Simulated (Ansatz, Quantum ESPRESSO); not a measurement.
## Equation of state of fcc Ni

How stiff is fcc Ni under hydrostatic load? Each row scales the relaxed cell evenly and relaxes the atoms. The phase is followed to these pressures whether or not it stays the stable one.

Calculated with Quantum ESPRESSO 7.5, PBEsol, GBRV 1.5 ultrasoft potentials, cutoff 680 eV, Fermi–Dirac smearing 0.05 eV, k-mesh 21×21×21, ferromagnetic start, no spin-orbit coupling.

Reference cell, relaxed at zero pressure with PBEsol (Fm-3m): a = 2.4486 Å, b = 2.4486 Å, c = 2.4486 Å, α = 60.00°, β = 60.00°, γ = 60.00°.

```
atom       x       y       z
  Ni  0.0000  0.0000  0.0000
```

| V (Å³/atom) | V/V0 | P (GPa) | E − E0 (meV/atom) |
| --- | --- | --- | --- |
| 9.7585 | 0.9400 | 16.464 | 30.8 |
| 9.9661 | 0.9600 | 10.295 | 13.3 |
| 10.1737 | 0.9800 | 4.834 | 3.3 |
| 10.5890 | 1.0200 | −4.346 | 2.6 |
| 11.0042 | 1.0600 | −11.495 | 23.1 |

V0 = 10.3814 Å³ an atom, where the residual pressure P0 is −0.029 GPa. **Question.** Fit the Birch–Murnaghan law and give the pressure and the energy at V = 10.7966 Å³ an atom, a row left out above.

With the Eulerian strain f = ½[(V0/V)^(2/3) − 1] and F = (P − P0)/[3f(1 + 2f)^(5/2)], the third-order law is the line F = B0 + (3/2) B0 (B′ − 4) f.

```
       f  F (GPa)
 0.02106   235.50
 0.01380   233.04
 0.00678   231.09
−0.00656   226.84
−0.01905   221.11
```

A straight line through the 5 rows: the means are 0.003206 for f and 229.52 for F, Σ(Δx)² = 0.001034 and ΣΔxΔy = 0.363, so the slope is 0.363/0.001034 = 350.92 and the intercept 229.52 − (350.92)(0.003206) = 228.39.

Hence B0 = 228.4 GPa and B′ = 4 + (350.9)/(1.5 × 228.4) = 5.02. For the withheld volume f = −0.01290, F = 223.86 GPa and P = −8.15 GPa. The run itself gives −8.20 GPa, so the estimate misses by 0.05 GPa; the fitted rows themselves lie up to 0.03 GPa off the law.

Integrating the same law gives E − E0 = (9/2) B0 V0 f²[1 + (B′ − 4) f] + P0(V0 − V), with 1 GPa Å³ = 6.2415 meV: 11.0 meV an atom. The run itself gives 10.5 meV, so the estimate misses by 0.5 meV; the fitted rows themselves lie up to 0.7 meV off the law.

The same fit over all rows at other levels or in other programs gives B0 = 230 GPa with PBEsol (Ansatz).

Measured volume: 10.941 Å³ an atom (doi:10.1007/BF01174717, 293 K), so V0 is −5.1 % off. A stiffness follows the volume as d ln B/d ln V = −B′, which moves B0 by about −23 % when it is taken at the measured volume.

The calculation is for a static lattice, while measurements hold thermal and zero-point motion.

[Logs are printed without paths, hosts, clocks, repeated set-up lines and the standing remarks that a program may print on its own settings, such as how far it seeks lower states.]
